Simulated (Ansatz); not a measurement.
# A low-energy model for SrNbO3 (Pm-3m): bands, U and J, part 2 of 2

How strongly is the local Coulomb interaction screened in SrNbO3 (Pm-3m)?

Ansatz 0.2.0; non-magnetic LDA, then constrained RPA, plane waves, PAW.

So far. Step 3 (Constrained RPA: Nb t2g, bands v1 to c2, 4×4×4 mesh …): On the Nb t2g shell, screening brings the on-site interaction from 10.7 eV down to U = 2.95 eV.

## Step 4: Constrained RPA: Nb t2g + anion p, bands v10 to c2, 4×4×4 mesh, medium accuracy

Level of this step: constrained RPA on LDA, plane waves, PAW (Ansatz).

Contents of input.yaml:

```yaml
crystal:
  lattice:
    - [0.0, -3.997, 0.0]
    - [0.0, 0.0, 3.997]
    - [-3.997, 0.0, 0.0]
  atoms:
    - { symbol: Sr, position: [0.0, 0.0, 0.0] }
    - { symbol: Nb, position: [0.5, 0.5, 0.5] }
    - { symbol: O, position: [0.5, 0.5, 0.0] }
    - { symbol: O, position: [0.5, 0.0, 0.5] }
    - { symbol: O, position: [0.0, 0.5, 0.5] }
kpoints:
  mp_grid: { grid: [8, 8, 8] }
hamiltonian:
  xc: lda
scf:
  occupations: { method: gaussian, width: 0.08 }
  n_extra_bands: 19
  max_iter: 150
  lower_state_search: "off"
output:
  crpa:
    kmesh: [4, 4, 4]
    target_bands: [v10, c2]
    projections:
      - { species: Nb, l: d, shell: 4, orbitals: [dxz, dyz, dxy] }
      - { species: O, l: p, shell: 2 }
  local_orbitals:
    kmesh: [8, 8, 8]
    orbitals:
      - { species: Nb, l: d, shell: 4, orbitals: [dxz, dyz, dxy] }
      - { species: O, l: p, shell: 2 }
    window: { bands: [v10, c2] }
    seedname: lo
```

Command:

```
$ ansatz run input.yaml --threads 16 --pin off --max-ram 36864MiB --backend cpu --events-out ev --progress --plain --runs-dir out
```

Numbers of over 12 decimals in the logs are rounded to 6 here.

The log of the run:

```text
[...]
Crystal: 5 atoms, lattice volume = 63.856 Å³
Basis set: ecut = 420 eV, 1237 PW (Γ)
Bands: 40, of which v1, the nominal top of the filled ones, is band 21 counted from 1 (20 counted from 0)
Symmetry: 48 space group operations
[...]
k-points: 35 of 512
[...]
SCF iter   1: F=—  HF=-9560.090561 eV  |F-HF|=—  |Δ(HF+E_count)|=         —  Δρ=1.71e-2  dr2=1.65e-1  ethr=1.77e-3  ⟨swp⟩=8.1  Hψ=7491  notcnv=0  defer=229
[...]
SCF iter   7: F=-9560.048481 eV  HF=-9560.048481 eV  |F-HF|=4.67e-10  |Δ(HF+E_count)|=   2.32e-7  Δρ=4.55e-6  dr2=8.90e-9  ethr=2.44e-10  ⟨swp⟩=11.2  Hψ=7064  notcnv=0
SCF 1 converged in 7 iterations: F = -9560.048481 eV  dr2 = 8.90e-9
[...]
cRPA screening: q 1/64
cRPA screening: q 2/64
cRPA screening: q 8/64 (q-point 3)
cRPA screening: q 11/64 (q-point 6)
cRPA screening: q 17/64 (q-point 7)
cRPA screening: q 29/64 (q-point 8)
cRPA screening: q 35/64 (q-point 11)
cRPA screening: q 38/64 (q-point 22)
cRPA screening: q 40/64 (q-point 23)
cRPA screening: q 46/64 (q-point 24)
cRPA screening: q 52/64 (q-point 27)
cRPA screening: q 58/64 (q-point 28)
cRPA screening: q 64/64 (q-point 43)
SCF converged after 7 iterations
Free energy (F): -9560.048481 eV
[...]
Internal energy: -9560.042852 eV  (E = F + TS)
E sigma→0 (E₀):  -9560.045667 eV
Entropy (-TS):   -0.005628 eV (-1.126 meV/atom)
Fermi energy:    13.846233 eV
[...]
--- Band table (eV; the first three rows and the last of 35) ---
  k-point 0: bands = [... 17 lower, 9.5685, 9.5685, 9.5685, 12.3843, 12.3843, 12.3843, 15.2069, 15.2069, ... 15 higher]
  k-point 1: bands = [... 17 lower, 9.0342, 9.5031, 9.5031, 12.4264, 12.8271, 12.8271, 15.4362, 15.4674, ... 15 higher]
  k-point 2: bands = [... 17 lower, 8.4040, 9.4213, 9.4213, 12.5334, 13.7941, 13.7941, 16.0185, 16.0936, ... 15 higher]
  k-point 34: bands = [... 17 lower, 9.9587, 9.9587, 9.9587, 16.4979, 16.4979, 16.4979, 16.6040, 16.6040, ... 15 higher]
[...]
χ-basis size per q: N_G = 208..251
[...]
Each shell's averages of U are screened by what lies outside the whole window alone: parameters of one model of all the shells.
    Site 1, 4D, 3 of 5 d orbitals (Wannier functions 1, 2, 3; wannier90's mr 2, 3, 5):
      screened: U = 4.7699 eV, U' = 4.0060 eV, J = 0.4054 eV
      screened, to within: U = 7.2e-3 eV, U' = 7.2e-3 eV, J = 6.9e-4 eV
      bare: V = 12.8202 eV, V' = 11.8099 eV, J = 0.5440 eV
    Site 2, 2P, 3 of 3 p orbitals (Wannier functions 4, 5, 6; wannier90's mr 1, 2, 3):
      screened: U = 6.3147 eV, U' = 4.9620 eV, J = 0.6326 eV
      screened, to within: U = 1.2e-2 eV, U' = 1.2e-2 eV, J = 9.3e-4 eV
      bare: V = 17.9992 eV, V' = 16.2261 eV, J = 0.8258 eV
    Site 3, 2P, 3 of 3 p orbitals (Wannier functions 7, 8, 9; wannier90's mr 1, 2, 3):
      screened: U = 6.3147 eV, U' = 4.9620 eV, J = 0.6326 eV
      screened, to within: U = 1.2e-2 eV, U' = 1.2e-2 eV, J = 9.3e-4 eV
      bare: V = 17.9992 eV, V' = 16.2261 eV, J = 0.8258 eV
    Site 4, 2P, 3 of 3 p orbitals (Wannier functions 10, 11, 12; wannier90's mr 1, 2, 3):
      screened: U = 6.3147 eV, U' = 4.9620 eV, J = 0.6326 eV
      screened, to within: U = 1.2e-2 eV, U' = 1.2e-2 eV, J = 9.3e-4 eV
      bare: V = 17.9992 eV, V' = 16.2261 eV, J = 0.8258 eV
[...]
```

It took 30 s on 16 threads of Intel Xeon 6975P-C (Granite Rapids), shared host; peak memory 1.1 GiB.

This step gave:

```
U                                                 : 4.770 eV
U prime (inter-orbital)                           : 4.006 eV
J                                                 : 0.4054 eV
bare V                                            : 12.82 eV
bare J                                            : 0.5440 eV
stated bound on U                                 : 0.007127 eV
U over bare V                                     : 0.3721
electrons in the window                           : 19.00
head of the constrained inverse dielectric matrix : 0.2777
least eigenvalue of the projection's overlap      : 0.6117
target functions                                  : 12
bands in the sums                                 : 46
r.m.s. miss of the model bands                    : 0.006202 eV
width of the target bands                         : 11.23 eV
weight of the projected orbitals in the window    : 0.9338
```

On the Nb t2g shell, screening brings the on-site interaction from 12.8 eV down to U = 4.77 eV.

Kanamori averages over each shell's functions. Crpa shells, by row:

```
site  element  shell  orbitals  U (eV)  U' (eV)  J (eV)  bare V (eV)  bare V' (eV)  bare J (eV)  bound on U (eV)
   2       Nb     4D         3    4.77    4.006  0.4054        12.82         11.81        0.544         0.007127
   3        O     2P         3   6.315    4.962  0.6326           18         16.23       0.8258          0.01167
   4        O     2P         3   6.315    4.962  0.6326           18         16.23       0.8258          0.01167
   5        O     2P         3   6.315    4.962  0.6326           18         16.23       0.8258          0.01167
```

Projected local orbitals of the target window. Electronic bands along the path, in eV, zero at the Fermi level; # counts the bands kept:

```
    point     #6     #7     #8     #9    #10    #11    #12
        Γ  -5.04  -4.28  -4.28  -4.28  -1.46  -1.46  -1.46
  halfway  -5.65  -5.44  -4.42  -4.42  -1.31  -0.05  -0.05
        X  -6.12  -5.78  -4.49  -4.49  -1.15   1.32   1.32
  halfway  -5.71  -5.38  -4.81  -4.50   0.15   1.34   1.57
        M  -5.42  -5.42  -4.94  -3.97   1.37   1.37   2.22
  halfway  -5.61  -5.28  -4.70  -4.62  -0.05   0.13   0.53
        Γ  -5.04  -4.28  -4.28  -4.28  -1.46  -1.46  -1.46
  halfway  -6.40  -4.82  -4.82  -4.50   0.69   0.69   0.73
        R  -7.75  -3.89  -3.89  -3.89   2.65   2.65   2.65
  halfway  -6.48  -4.83  -4.65  -4.40   0.87   1.64   1.75
        X  -6.12  -5.78  -4.49  -4.49  -1.15   1.32   1.32
jump to R  -7.75  -3.89  -3.89  -3.89   2.65   2.65   2.65
  halfway  -6.76  -4.53  -4.53  -3.93   1.80   1.80   2.45
        M  -5.42  -5.42  -4.94  -3.97   1.37   1.37   2.22
```

The same for Kohn-Sham, solved directly:

```
point     #6     #7     #8     #9    #10    #11    #12
    Γ  -5.04  -4.28  -4.28  -4.28  -1.46  -1.46  -1.46
    X  -6.12  -5.78  -4.49  -4.49  -1.15   1.32   1.32
    M  -5.42  -5.42  -4.94  -3.97   1.37   1.37   2.22
    Γ  -5.04  -4.28  -4.28  -4.28  -1.46  -1.46  -1.46
    R  -7.75  -3.89  -3.89  -3.89   2.65   2.65   2.65
    X  -6.12  -5.78  -4.49  -4.49  -1.15   1.32   1.32
    R  -7.75  -3.89  -3.89  -3.89   2.65   2.65   2.65
    M  -5.42  -5.42  -4.94  -3.97   1.37   1.37   2.22
```

Onsite levels, by row:

```
orbital  level less Fermi level (eV)
Nb2 dxz                       -1.067
Nb2 dyz                       -1.067
Nb2 dxy                       -1.067
  O3 pz                       -5.007
  O3 px                       -6.742
  O3 py                       -5.007
  O4 pz                       -6.742
  O4 px                       -5.007
  O4 py                       -5.007
  O5 pz                       -5.007
  O5 px                       -5.007
  O5 py                       -6.742
```

Largest distinct elements between sites. Hoppings, by row:

```
   from       to     cell  distance (Å)   t (eV)
  O3 py  Nb2 dxy    0 0 0         1.998   -1.703
  O5 py    O5 py    1 0 0         3.997   0.8622
  O5 pz    O5 pz    1 0 0         3.997  -0.3097
  O4 pz    O5 pz   0 -1 0         2.826   0.1576
  O3 pz    O4 px    0 0 0         2.826   0.1285
  O4 px    O5 px    0 0 0         2.826  -0.0685
  O5 pz    O5 pz  0 -1 -1         5.653    0.059
  O5 py    O4 pz    0 1 0         2.826   0.0539
Nb2 dyz    O4 py   0 -1 0         5.996  -0.0498
  O4 py    O4 py    1 0 0         3.997   0.0478
  O3 py    O3 pz   1 -1 0         5.653   0.0463
Nb2 dxy  Nb2 dxy    1 0 0         3.997  -0.0417
```

## Step 5: The windows together

Times are wall times on 16 threads of Intel Xeon 6975P-C (Granite Rapids), shared host, good to a factor of about two.

```
          target   bands  functions  width (eV)  bare V (eV)  U (eV)  U′ (eV)  J (eV)   U/V   time
          Nb t2g   v1–c2          3        4.11        10.73    2.95     2.40    0.27  0.27  8.3 s
Nb t2g + anion p  v10–c2         12       11.23        12.82    4.77     4.01    0.41  0.37   30 s
```

## Step 6: Beside a published calculation

Published values for Nb t2g (constrained RPA on LDA, LAPW basis, projected t2g orbitals; Vaugier, Jiang, Biermann, Phys. Rev. B 86, 165105 (2012), Table III, arXiv:1206.3533):

```
quantity  here (eV)  published (eV)  difference (%)
       U       2.95               3              −2
       J       0.27            0.29              −5
  bare V      10.73            10.7              +0
```

## Step 7: What came out

| Property | Result |
| --- | --- |
| Nb t2g | U 2.95 eV, U′ 2.40 eV, J 0.27 eV, bare V 10.7 eV |
| Nb t2g + anion p | U 4.77 eV, U′ 4.01 eV, J 0.41 eV, bare V 12.8 eV |
| method | constrained RPA on non-magnetic LDA, 4×4×4 mesh, static; search for lower states off |

**Reading.** For Nb t2g, screening cuts the on-site interaction from 10.73 eV to 2.95 eV (27 %), while J goes only from 0.38 eV to 0.27 eV: the monopole is screened far more than the multipoles. U − 2J differs from U′ by −0.005 eV, so the Kanamori relation holds well. U is 0.72 times the width of the target bands. With the window Nb t2g + anion p U becomes 4.77 eV and the bare V 12.82 eV, so U/V goes from 0.27 to 0.37. The published U of 3 eV, itself a calculation in another basis and with its own orbitals, lies +0.05 eV from this one. The parent state is non-magnetic and the interaction static (zero frequency); U depends on the window and the orbitals, so it belongs to this model alone. The bands cross the Fermi level under this constraint, which need not be the crystal's state: magnetic order, correlation or a lattice distortion may open a gap. A window that holds the anion p bands defines a model with explicit ligands; its U belongs to that model and is not the U of DFT+U.

[Paths, hosts, dates, memory and timing lines, banners, echoed tables and standing remarks are left out of the program output.]

[Logs are printed without paths, hosts, clocks, repeated set-up lines and the standing remarks that a program may print on its own settings, such as how far it seeks lower states.]

[Runs of the session that timed out or met a known fault of the program may be left out.]

[Hosts, paths, dates, database ids (printed as entryN), source tags and the programs' standing remarks are cut or masked in the printed files.]
